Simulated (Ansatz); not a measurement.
# Na3Y (built on the sites of a database entry of Li3Bi): phonons and vibrational spectra, part 3 of 3

Aim: the vibrations of Na3Y (built on the sites of a database entry of Li3Bi), their spectra, and whether the structure is stable.

Ansatz 0.2.0; DFT LDA, scalar-relativistic, plane waves, PAW.

So far, highest frequency on the path or at a solved wavevector (cm⁻¹): step 6 (phonons on a q mesh) 164. Also lowest frequency on the path (cm⁻¹): step 6 -17.2. The relaxed cell has a = 7.928 Å (conventional setting).

The structure was built from a prototype and need not be the compound's stable phase.

**7. Finite displacements in a supercell**

Finite displacements in a 2×2×2 supercell give force constants from forces alone. They are exact at the wavevectors that the supercell holds, where they check the linear-response result.

File input.yaml:

```yaml
crystal:
  lattice:
    - [0.0, 3.9641698809, 3.9641698809]
    - [3.9641698809, 0.0, 3.9641698809]
    - [3.9641698809, 3.9641698809, 0.0]
  atoms:
    - { symbol: Na, position: [0.75, 0.75, 0.75] }
    - { symbol: Na, position: [0.5, 0.5, 0.5] }
    - { symbol: Na, position: [0.25, 0.25, 0.25] }
    - { symbol: "Y", position: [0.0, 0.0, 0.0] }
kpoints:
  mp_grid: { grid: [12, 12, 12] }
hamiltonian:
  xc: lda
scf:
  occupations: { method: methfessel_paxton, width: 0.2 }
output:
  eigenvalues: true
phonons:
  method: fd
  supercell: [2, 2, 2]
  temperatures: { t_max: 1000, t_step: 50 }
  qpath:
    path:
      - [[0.0, 0.0, 0.0], [0.5, 0.0, 0.5], [0.625, 0.25, 0.625]]
      - [[0.375, 0.375, 0.75], [0.0, 0.0, 0.0], [0.5, 0.5, 0.5], [0.5, 0.25, 0.75], [0.5, 0.0, 0.5]]
    npoints: 10
```

Started as:

```sh
> ansatz run input.yaml --threads 8 --pin off --max-ram 14336MiB --backend cpu --events-out ev --progress --plain --runs-dir out
```

Numbers of over 12 decimals in the logs are rounded to 6 here.

Output:

```text
[...]
Crystal: 32 atoms, lattice volume = 996.728 Å³
Basis set: ecut = 420 eV, 19579 PW (Γ)
Bands: 192, of which v1, the nominal top of the filled ones, is band 152 counted from 1 (151 counted from 0)
Symmetry: 384 space group operations
k-points: 16 of 216
[...]
SCF iter   1: F=—  HF=-65150.282956 eV  |F-HF|=—  |Δ(HF+E_count)|=         —  Δρ=2.90e-8  dr2=1.08e-11  ethr=1.00e-12  ⟨swp⟩=2.4  Hψ=7554  notcnv=0
[...]
SCF iter   2: F=-65150.282956 eV  HF=-65150.282956 eV  |F-HF|=0.00e0  |Δ(HF+E_count)|=  7.28e-12  S|Δr|=    0.00e0  Δρ=1.83e-8  dr2=5.44e-12  ethr=1.00e-12  ⟨swp⟩=2.0  Hψ=5580  notcnv=0
SCF 1 converged in 2 iterations: F = -65150.282956 eV  dr2 = 5.44e-12
[...]
Crystal: 4 atoms, lattice volume = 124.591 Å³
Basis set: ecut = 420 eV, 2421 PW (Γ), exchange–correlation on 80×80×80 points (8 copies of the dense FFT grid, shifted against one another)
Bands: 23, of which v1, the nominal top of the filled ones, is band 19 counted from 1 (18 counted from 0)
Symmetry: 48 space group operations
k-points: 72 of 1728
[...]
SCF iter   2: F=-8143.785370 eV  HF=-8143.785370 eV  |F-HF|=2.73e-12  |Δ(HF+E_count)|=   5.94e-7  S|Δr|=    0.00e0  Δρ=3.23e-8  dr2=3.26e-12  ethr=1.00e-12  ⟨swp⟩=3.1  Hψ=3905  notcnv=0
SCF 2, on 23 bands, converged in 2 iterations: F = -8143.785370 eV; the run's SCF on all bands comes behind
[...]
Bands: 24, of which v1, the nominal top of the filled ones, is band 19 counted from 1 (18 counted from 0)
[...]
SCF iter   2: F=-8143.785370 eV  HF=-8143.785370 eV  |F-HF|=1.82e-12  |Δ(HF+E_count)|=   1.01e-6  S|Δr|=    0.00e0  Δρ=3.83e-8  dr2=3.78e-12  ethr=1.00e-12  ⟨swp⟩=3.6  Hψ=4225  notcnv=0
SCF 3 converged in 2 iterations: F = -8143.785370 eV  dr2 = 3.78e-12
[...]
Symmetry: 8 space group operations
k-points: 30 of 216 (time reversal used)
[...]
SCF iter   8: F=-65150.282950 eV  HF=-65150.282950 eV  |F-HF|=0.00e0  |Δ(HF+E_count)|=    0.00e0  S|Δr|=    0.00e0  Δρ=7.22e-9  dr2=1.43e-12  ethr=1.00e-12  ⟨swp⟩=5.0  Hψ=20932  notcnv=0
SCF 4 converged in 8 iterations: F = -65150.282950 eV  dr2 = 1.43e-12
[...]
Symmetry: 4 space group operations
k-points: 46 of 216 (time reversal used)
[...]
SCF iter   7: F=-65150.282952 eV  HF=-65150.282952 eV  |F-HF|=7.28e-12  |Δ(HF+E_count)|=  1.46e-11  S|Δr|=    0.00e0  Δρ=1.56e-8  dr2=3.80e-12  ethr=1.00e-12  ⟨swp⟩=5.0  Hψ=33870  notcnv=0
SCF 5 converged in 7 iterations: F = -65150.282952 eV  dr2 = 3.80e-12
[...]
Symmetry: 6 space group operations
k-points: 32 of 216 (time reversal used)
[...]
SCF iter   8: F=-65150.282951 eV  HF=-65150.282951 eV  |F-HF|=1.46e-11  |Δ(HF+E_count)|=  1.46e-11  S|Δr|=    0.00e0  Δρ=9.67e-9  dr2=1.20e-12  ethr=1.00e-12  ⟨swp⟩=5.2  Hψ=21347  notcnv=0
SCF 6 converged in 8 iterations: F = -65150.282951 eV  dr2 = 1.20e-12
[...]
SCF iter   3: F=-65150.282951 eV  HF=-65150.282951 eV  |F-HF|=2.18e-11  |Δ(HF+E_count)|=    0.00e0  S|Δr|=    0.00e0  Δρ=8.69e-9  dr2=2.69e-12  ethr=1.00e-12  ⟨swp⟩=4.0  Hψ=19817  notcnv=0
SCF 7 converged in 3 iterations: F = -65150.282951 eV  dr2 = 2.69e-12
[...]
SCF converged after 2 iterations
[...]
Free energy (F): -65150.282956 eV
[...]
Internal energy: -65150.313110 eV  (E = F + TS)
E sigma→0 (E₀):  -65150.290495 eV
Entropy (-TS):   0.030154 eV (0.942 meV/atom)
Fermi energy:    4.137064 eV
[...]
--- Band table (eV; the first three rows and the last of 16) ---
  k-point 0: bands = [... 148 lower, 4.2523, 4.2523, 4.2523, 4.2523, 4.2523, 4.2523, 4.3113, 4.3113, ... 36 higher]
  k-point 1: bands = [... 148 lower, 4.1822, 4.1994, 4.1994, 4.1994, 4.2467, 4.2710, 4.2710, 4.2785, ... 36 higher]
  k-point 2: bands = [... 148 lower, 3.9952, 4.0522, 4.1719, 4.1719, 4.1719, 4.3188, 4.3188, 4.3559, ... 36 higher]
  k-point 15: bands = [... 148 lower, 3.8227, 3.8227, 3.8550, 3.8550, 4.1003, 4.1003, 4.2544, 4.2544, ... 36 higher]
--- Phonons: 4 displaced members + reference (amplitude 0.0025 Å, Σ member SCF iterations 26) ---
  symmetry images taken by strict's conditions (phonons.symmetry_images: auto; settled by a core's charge or kinetic-energy density on sites where symmetry forbids the force that would show it, while other sites can bear one)
  ASR residual: 5.776e-5 → 0.000e0 eV/Å²; symmetrization residual: 2.279e-5 eV/Å²
  largest component of a force at the reference: 6.4e-19 eV/Å
  ASR residual per site (eV/Å²): 3.03e-5 5.78e-5 3.03e-5 6.61e-6
[...]
```

The job ended after 86 s (8 threads of AMD EPYC 9R45, shared host; peak memory 10 GiB).

This step gave:

| Property | Result |
| --- | --- |
| atoms in the supercell | 32 |
| sum-rule residual before enforcement | 5.78e-5 eV/Å² |
| lowest frequency on the path | -17.24 cm⁻¹ |

Interpolated from a 2×2×2 supercell. The phonon branches at the labelled points (cm⁻¹):

| point | branch 1 | branch 2 | branch 3 | branch 4 | branch 9 | branch 10 | branch 11 | branch 12 |
| --- | --- | --- | --- | --- | --- | --- | --- | --- |
| Γ | 0 | 0 | 0 | 118 | 137 | 160 | 160 | 160 |
| halfway | 34 | 34 | 51 | 94 | 148 | 150 | 156 | 156 |
| X | -17 | -17 | 60 | 104 | 133 | 135 | 164 | 164 |
| halfway | -15 | -6 | 58 | 100 | 136 | 139 | 162 | 164 |
| U | -9 | 22 | 50 | 97 | 145 | 146 | 155 | 163 |
| jump to K | -9 | 22 | 50 | 97 | 145 | 146 | 155 | 163 |
| halfway | 14 | 37 | 48 | 95 | 148 | 154 | 154 | 160 |
| Γ | 0 | 0 | 0 | 118 | 137 | 160 | 160 | 160 |
| halfway | 26 | 26 | 48 | 101 | 144 | 153 | 157 | 157 |
| L | 38 | 38 | 43 | 92 | 150 | 150 | 152 | 152 |
| halfway | 22 | 34 | 41 | 98 | 145 | 146 | 158 | 158 |
| W | 5 | 39 | 39 | 92 | 153 | 153 | 154 | 154 |
| halfway | -12 | 14 | 55 | 98 | 140 | 142 | 162 | 162 |
| X | -17 | -17 | 60 | 104 | 133 | 135 | 164 | 164 |

Tetrahedra on a 14×14×14 mesh, mean over bins of 2 cm-1. Interpolated from a 2×2×2 supercell. Phonon density of states against wavenumber; read off at these points:

wavenumber (cm⁻¹), phonon density of states (1/cm⁻¹/cell) and a bar:
```
    -17.0      0.000 
    -11.0      0.007 #
     -5.0      0.006 #
      1.0      0.008 #
      9.0      0.018 ##
     15.0      0.040 ####
     21.0      0.059 ######
     27.0      0.075 #######
     33.0      0.102 #########
     35.0      0.115 ###########
     39.0      0.022 ##
     45.0      0.068 ######
     53.0      0.021 ##
     59.0      0.012 #
     65.0      0.000 
     71.0      0.000 
     77.0      0.000 
     83.0      0.000 
     89.0      0.000 
     95.0      0.157 ###############
     97.0      0.198 ##################
    103.0      0.179 #################
    109.0      0.097 #########
    111.0      0.124 ############
    115.0      0.017 ##
    121.0      0.000 
    127.0      0.000 
    133.0      0.259 ########################
    135.0      0.322 ##############################
    139.0      0.148 ##############
    147.0      0.119 ###########
    153.0      0.235 ######################
    155.0      0.282 ##########################
    159.0      0.259 ########################
    165.0      0.003
```

At Γ the two methods differ by at most 0.0 cm⁻¹.

**8. Summary of results**

```json
{
  "space group after relaxation (within 0.01 Å)": "Fm-3m",
  "volume per atom": "31.1 Å³",
  "electronic character": "no gap on this mesh",
  "highest optical mode at the zone centre (no LO-TO term)": "160 cm⁻¹",
  "lowest optical zone-centre mode": "118 cm⁻¹",
  "lowest mode on the q mesh (acoustic modes at Γ apart)": "-17.2 cm⁻¹",
  "highest frequency on the path or at a solved wavevector": "164 cm⁻¹",
  "imaginary modes on the 4×4×4 q mesh": "yes"
}
```

**Reading.** Modes are clearly imaginary (beyond 10i cm⁻¹) at 1 of the 8 irreducible wavevectors, most at q = (0, -0.5, -0.5) (17.2i cm⁻¹), so this structure is not a minimum of the energy. The optical modes at Γ span 118 to 160 cm⁻¹. The highest mode in this list at Γ, 159.8 cm⁻¹, is mostly motion of Na (86 % of the kinetic energy). Finite displacements and linear response differ by 0.0 cm⁻¹ in the highest zone-centre mode. With no gap, or one that is small against the smearing, the frequencies hang on the k mesh and the smearing, most of all near Kohn anomalies. The starting cell was built on a prototype and not taken from a measurement, so the phase need not exist. These are harmonic frequencies at zero temperature: anharmonic shifts, linewidths and thermal expansion are left out.

[Logs are printed without paths, hosts, clocks, repeated set-up lines and the standing remarks that a program may print on its own settings, such as how far it seeks lower states.]

[Hosts, paths, dates, database ids (printed as entryN), source tags and the programs' standing remarks are cut or masked in the printed files.]
